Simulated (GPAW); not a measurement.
MnO2 (P-3m1), O K edge of atom 2, with 3 Mn at 1.90 Å (pyramidal, site symmetry 3m). Method: GPAW, LDA + U (Mn 3.9 eV), full core hole (charged cell), 12-atom cell with 5.4 Å between holes, 4×4×4 k points, dipole transitions, Gaussian full width 0.9 eV up to 4 eV, rising linearly to 3.5 eV at 25 eV.

```xyz
3
Lattice="2.8566 0.0000 0.0000 -1.4283 2.4739 0.0000 0.0000 0.0000 4.6014" Properties=species:S:1:pos:R:3 pbc="T T T"
Mn    0.0000    0.0000    2.3007
O     0.0000    1.6492    3.2499
O     1.4283    0.8246    1.3515
```

Energy from the lowest empty level; a common scale on which the isotropic spectrum has a mean of 1 over the first 20 eV.

```
E (eV)  curve 1  curve 2
  -2.0     0.00     0.00
  -1.5     0.00     0.00
  -1.0     0.02     0.01
  -0.5     0.39     0.21
   0.0     1.64     1.31
   0.5     1.53     2.62
   1.0     0.85     2.01
   1.5     1.22     1.23
   2.0     1.17     1.01
   2.5     1.10     0.91
   3.0     1.02     1.66
   3.5     0.37     1.37
   4.0     0.06     0.30
   4.5     0.01     0.02
   5.0     0.00     0.00
   5.5     0.00     0.00
   6.0     0.01     0.01
   6.5     0.03     0.04
   7.0     0.08     0.09
   7.5     0.17     0.19
   8.0     0.32     0.33
   8.5     0.52     0.53
   9.0     0.75     0.82
   9.5     0.94     1.16
  10.0     1.06     1.46
  10.5     1.12     1.67
  11.0     1.19     1.82
  11.5     1.29     1.93
  12.0     1.46     2.02
  12.5     1.68     2.08
  13.0     1.85     2.09
  13.5     1.89     2.09
  14.0     1.77     2.05
  14.5     1.58     1.90
  15.0     1.43     1.61
  15.5     1.34     1.25
  16.0     1.27     0.93
  16.5     1.18     0.71
  17.0     1.05     0.58
  17.5     0.89     0.51
  18.0     0.72     0.49
  18.5     0.58     0.51
  19.0     0.48     0.54
  19.5     0.42     0.58
  20.0     0.38     0.61
  20.5     0.36     0.62
  21.0     0.38     0.62
  21.5     0.42     0.60
  22.0     0.49     0.57
  22.5     0.59     0.53
  23.0     0.70     0.47
  23.5     0.81     0.42
  24.0     0.91     0.38
  24.5     0.97     0.36
  25.0     1.00     0.35
  25.5     0.99     0.36
  26.0     0.95     0.37
  26.5     0.89     0.39
  27.0     0.82     0.41
  27.5     0.77     0.43
  28.0     0.73     0.45
  28.5     0.71     0.47
  29.0     0.70     0.51
  29.5     0.70     0.55
  30.0     0.69     0.61
  30.5     0.68     0.69
  31.0     0.65     0.78
  31.5     0.61     0.89
  32.0     0.58     1.00
```

Q: The curves are for the electric vector along different Cartesian axes of the cell as given, averaged over the symmetry-equivalent atoms. Which is which?

Curve 1: along z (c), main maxima 0.2 eV (1.89), 1.7 eV (1.28) and 13.4 eV (1.89). Curve 2: along x (⊥ c) (the other in-plane axis gives the same curve within 3 %), main maxima 0.6 eV (2.66), 3.2 eV (1.79) and 13.0 eV (2.09). A K edge sees empty p states; the first features are O p mixed into the empty d states of the Mn neighbours, and the broad ones above probably into the cations' higher empty bands. Each direction probes the empty orbitals that point along it. The hole lies in one spin channel, while the script sums the empty states of both and takes the lower zero; where the two channels are split, this blurs and shifts the curve. The spins start ferromagnetically in a simple order, which needn't be the measured one; gap and edge can depend on it.

[Banner, clock and machine lines of the logs are left out without a mark of their own.]

[Logs are printed without paths, hosts, clocks, repeated set-up lines and the standing remarks that a program may print on its own settings, such as how far it seeks lower states.]

[Hosts, paths, dates, database ids (printed as entryN), source tags and the programs' standing remarks are cut or masked in the printed files.]

[Lists of maxima count a maximum above −3 eV only where it reaches 4 % of the highest in the window and stands out from its surroundings by 2 % of it (1.5 % where it reaches 55 %); shoulders and weaker maxima are passed over, and of the rest the first, up to two pre-edge ones and the few strongest are named.]
